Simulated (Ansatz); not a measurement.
## How Sc(0001) screens a field

Where does the screening charge of Sc(0001) sit?

Main program and level: Ansatz 0.2.0; plane-wave DFT, PBE, Ansatz PAW.

This is a report of a sequence of runs, with most program output left out.

### 1. Set-up

The cell holds 6 atoms: 6 Sc. Cell: a = 3.310 Å, b = 3.310 Å, c = 31.190 Å, α = 90.0°, β = 90.0°, γ = 60.0°. Vacuum lies along c.

### 2. Single point, field 0

A sawtooth potential applies the field, turning back in the middle of the vacuum. With the dipole correction the typed value is the field outside the slab. The induced dipole is small, so the SCF threshold is tight.

input.yaml reads:

```yaml
crystal:
  lattice:
    - [3.31, 0.0, 0.0]
    - [1.655, 2.8665440865, 0.0]
    - [0.0, 0.0, 31.19035]
  atoms:
    - { symbol: Sc, position: [0.6666666667, 0.6666666667, 0.2885507857] }
    - { symbol: Sc, position: [0.0, 0.0, 0.3731304714] }
    - { symbol: Sc, position: [0.6666666667, 0.6666666667, 0.4577101571] }
    - { symbol: Sc, position: [0.0, 0.0, 0.5422898429] }
    - { symbol: Sc, position: [0.6666666667, 0.6666666667, 0.6268695286] }
    - { symbol: Sc, position: [0.0, 0.0, 0.7114492143] }
kpoints:
  mp_grid: { grid: [18, 18, 1] }
hamiltonian:
  xc: pbe
scf:
  occupations: { method: fermi_dirac, width: 0.1 }
  convergence: { dr2_threshold: 1.0e-10 }
efield:
  axis: 3
  dipole_correction: true
  ramp_position: 0.97
  ramp_width: 0.06
  amplitude: 0
output:
  forces: true
  write_potential: true
  write_density: true
  volumetric_format: npy
```

Launch:

```console
$ ansatz run input.yaml --threads 2 --pin off --max-ram 3072MiB --backend cpu --events-out ev --progress --plain --runs-dir out
```

It took 37 s on 2 threads of Arm Neoverse V1, shared host; peak memory 0.71 GiB; 74 s of CPU time.

This step gave:

| Quantity | Value |
| --- | --- |
| energy at zero smearing | -12813.3205 eV |
| work function, upper face | 3.646 eV |
| dipole along the normal | 9.78e-7 e·Å |

Running mean over 2.63807 Å of the planar mean; the ramp of the sawtooth is left out. The electron's electrostatic potential energy less the Fermi level by z:

z (Å), electron's electrostatic potential energy less the Fermi level (eV) and a bar from the least value:
```
        4       3.64 ##############################
        5       3.61 ##############################
        6       3.38 #############################
        7       1.88 ########################
        8      -3.48 #######
        9      -5.55 
       10      -5.26 #
       11      -5.16 #
       12      -5.20 #
       13      -5.24 #
       14      -5.24 #
       15      -5.24 #
       16      -5.24 #
       17      -5.24 #
       18      -5.24 #
       19      -5.21 #
       20      -5.16 #
       21      -5.22 #
       22      -5.53 
       23      -4.33 ####
       24       1.17 ######################
       25       3.27 #############################
       26       3.60 ##############################
       27       3.64 ##############################
       28       3.65 ##############################
```

Force by atom:

```tsv
atom	x (eV/Å)	y (eV/Å)	z (eV/Å)	size
Sc1	0.000	0.000	0.247	0.247
Sc2	0.000	0.000	-0.182	0.182
Sc3	0.000	0.000	0.023	0.023
Sc4	0.000	0.000	-0.023	0.023
Sc5	0.000	0.000	0.182	0.182
Sc6	0.000	0.000	-0.247	0.247
```

The work function of the upper face is 3.65 eV.

### 3. Atoms held, field 0.05 V/Å

Changes to input.yaml since step 2:

```diff
@@ -24,3 +24,3 @@
   ramp_width: 0.06
-  amplitude: 0
+  amplitude: 0.05
 output:
```

It took 47 s on 2 threads; peak memory 0.7 GiB; 94 s of CPU time.

The dipole is 0.0482 e·Å.

### 4. Atoms held, field -0.05 V/Å

Changes to input.yaml since step 3:

```diff
@@ -24,3 +24,3 @@
   ramp_width: 0.06
-  amplitude: 0.05
+  amplitude: -0.05
 output:
```

The job ended after 48 s (2 threads; peak memory 0.7 GiB).

The dipole is -0.0482 e·Å.

### 5. Single point, field 0.1 V/Å

Changes to input.yaml since step 4:

```diff
@@ -24,3 +24,3 @@
   ramp_width: 0.06
-  amplitude: -0.05
+  amplitude: 0.1
 output:
```

Run time: 48 s. Hardware: 2 threads; peak memory 0.7 GiB.

The dipole is 0.0965 e·Å.

### 6. Atoms held, field -0.1 V/Å

Changes to input.yaml since step 5:

```diff
@@ -24,3 +24,3 @@
   ramp_width: 0.06
-  amplitude: 0.1
+  amplitude: -0.1
 output:
```

Run time: 48 s. Hardware: 2 threads; peak memory 0.7 GiB; 96 s of CPU time.

The dipole is -0.0965 e·Å.

### 7. Atoms held, field 0.2 V/Å

Changes to input.yaml since step 6:

```diff
@@ -24,3 +24,3 @@
   ramp_width: 0.06
-  amplitude: -0.1
+  amplitude: 0.2
 output:
```

Wall time 47 s (2 threads); peak memory 0.7 GiB.

The dipole is 0.193 e·Å.

### 8. Atoms held, field -0.2 V/Å

Changes to input.yaml since step 7:

```diff
@@ -24,3 +24,3 @@
   ramp_width: 0.06
-  amplitude: 0.2
+  amplitude: -0.2
 output:
```

Elapsed: 47 s, on 2 threads; peak memory 0.7 GiB; 94 s of CPU time.

The dipole is -0.193 e·Å.

### 9. Single point, field 0.4 V/Å

Changes to input.yaml since step 8:

```diff
@@ -24,3 +24,3 @@
   ramp_width: 0.06
-  amplitude: -0.2
+  amplitude: 0.4
 output:
@@ -30 +30,2 @@
   volumetric_format: npy
+  elf: true
```

Run time: 52 s. Hardware: 2 threads; peak memory 0.7 GiB; 1.7 min of CPU time.

Running mean over 2.63807 Å of the planar mean, with the applied field; the ramp of the sawtooth is left out. Table of electron's electrostatic potential energy less the Fermi level by z:

```tsv
z (Å)	electron's electrostatic potential energy less the Fermi level (eV)
4	2.74
5	3.09
6	3.18
7	1.88
8	-3.44
9	-5.54
10	-5.25
11	-5.15
12	-5.20
13	-5.23
14	-5.24
15	-5.24
16	-5.24
17	-5.24
18	-5.24
19	-5.21
20	-5.17
21	-5.22
22	-5.54
23	-4.36
24	1.19
25	3.48
26	4.14
27	4.57
28	4.98
```

The dipole is 0.387 e·Å.

### 10. The response

This step: plane-wave DFT, PBE, Ansatz PAW; screening of a field by a metal slab (Ansatz 0.2.0).

The dipoles give the slope, and the difference of two potentials shows where the field is screened.

Numbers from this step:

```
equivalent conductor thickness p/(ε₀AE)      : 18.40 Å
distance between the outer atoms             : 13.19 Å
inner field over outer field                 : -5.24e-4
image plane, upper face                      : 2.610 Å
induced electrons on the upper face over ε₀E : -0.9976
image plane, lower face                      : 2.611 Å
induced electrons on the lower face over ε₀E : 0.9976
```

Dipole of the cell against applied field:

```tsv
applied field (V/Å)	dipole of the cell (e·Å)
-0.200	-0.193
-0.100	-0.0965
-0.050	-0.0482
0.000	9.8e-7
0.050	0.0482
0.100	0.0965
0.200	0.193
0.400	0.387
```

Local field over the applied field, running mean. From the potentials at -0.05 and 0.05 V/Å; running mean over 2.63807 Å. Table of local field over applied field by z:

```tsv
z (Å)	local field over applied field
5	0.927
6	0.725
7	0.322
8	0.0152
9	-0.0626
10	-4.1e-4
11	-0.00568
12	-0.00453
13	-7.2e-4
14	-0.00277
15	-9.6e-5
16	5.3e-5
17	-0.00219
18	-0.00172
19	-0.00222
20	-0.00791
21	0.00488
22	-0.0546
23	-0.0155
24	0.245
25	0.661
26	0.904
27	0.979
```

The induced electron density oscillates, so the rows of the table below give means over windows of 2.45 Å about each position, cut where the curve ends. Its maxima inside the range that stand out by 2 % of the span (Å: e/Å³ per V/Å): 7.2: 0.00387, 9.7: 8.1e-4, 12.3: 2.3e-4, 20.1: 5.4e-4, 22.5: 0.00225. Its minima: 8.7: -0.00225, 11.1: -5.4e-4, 18.9: -2.3e-4, 21.5: -8.1e-4, 24.0: -0.00387.

Electrons, planar mean, per unit field. Induced electron density against z; means over each step:

```tsv
z (Å)	induced electron density (e/Å³ per V/Å)
5.27	7.8e-4
7.72	0.00147
10.17	-3.0e-5
12.62	1.6e-5
15.07	-3.8e-6
17.52	6.1e-6
19.97	-1.4e-5
22.42	4.1e-5
24.87	-0.00218
```

By hand: between -0.05 and 0.05 V/Å the dipole changes by 0.09649 e·Å, a slope of 0.9649 e·Å²/V. A perfect conductor of thickness t has p = ε₀AEt, so t = 180.95 × 0.9649 / 9.488 = 18.40 Å (e/ε₀ = 180.95 V·Å, A in Å²). Less the 13.19 Å between the outer atoms, and halved, that puts each image plane 2.61 Å out.

The induced dipole is that of a conductor 18.40 Å thick.

### 11. Varying the input

This step: plane-wave DFT, PBE, Ansatz PAW (Ansatz 0.2.0).

A run with a changed input: it repeats the earlier run at 0.05 V/Å with scf.mixing.preconditioner to resta and scf.lower_state_search to off.

Changes to input.yaml since step 9:

```diff
@@ -19,2 +19,4 @@
   convergence: { dr2_threshold: 1.0e-10 }
+  mixing: { preconditioner: resta }
+  lower_state_search: "off"
 efield:
@@ -24,3 +26,3 @@
   ramp_width: 0.06
-  amplitude: 0.4
+  amplitude: 0.05
 output:
@@ -30,2 +32 @@
   volumetric_format: npy
-  elf: true
```

Run time: 99 s. Hardware: 2 threads; peak memory 0.69 GiB; 3.3 min of CPU time.

Numbers from this step:

```yaml
energy_at_zero_smearing: -12813.3217 eV
dipole_along_the_normal: 0.04824 e·Å
```

Force by atom:

```tsv
atom	x (eV/Å)	y (eV/Å)	z (eV/Å)	size
Sc1	0.000	0.000	0.246	0.246
Sc2	0.000	0.000	-0.181	0.181
Sc3	0.000	0.000	0.023	0.023
Sc4	0.000	0.000	-0.023	0.023
Sc5	0.000	0.000	0.183	0.183
Sc6	0.000	0.000	-0.248	0.248
```

```tsv
quantity	this run	earlier run	difference
dipole along the normal (e·Å)	0.04824	0.04825	-1.9e-7
```

The dipole moves by under 0.5 % or 5e-5 e·Å. The run took 35 SCF cycles against 15.

### 12. What came out

- work function: 3.65 eV
- image plane, upper face: 2.61 Å
- induced electrons on the upper face over ε₀E: -0.998
- equivalent conductor thickness p/(ε₀AE): 18.4 Å
- inner field over outer field: -5.2e-4

**Reading.** The induced charge has its centre 2.61 Å outside the outermost atoms; this is the plane from which a capacitor's gap or an image potential counts. The equivalent conductor thickness exceeds the distance between the outer atoms by 5.21 Å, about the sum of the two image-plane distances. In the middle of the slab the field is screened to under 0.5 % of its outer value. The atoms are held at bulk positions with the tabulated experimental lattice constant.

[Logs are printed without paths, hosts, clocks, repeated set-up lines and the standing remarks that a program may print on its own settings, such as how far it seeks lower states.]

[Hosts, paths, dates, database ids (printed as entryN), source tags and the programs' standing remarks are cut or masked in the printed files.]

[Maps of the electrostatic potential energy from Ansatz leave out the sawtooth potential of an applied field or a dipole correction, so their vacuum need not be flat; planar profiles and work functions include it.]
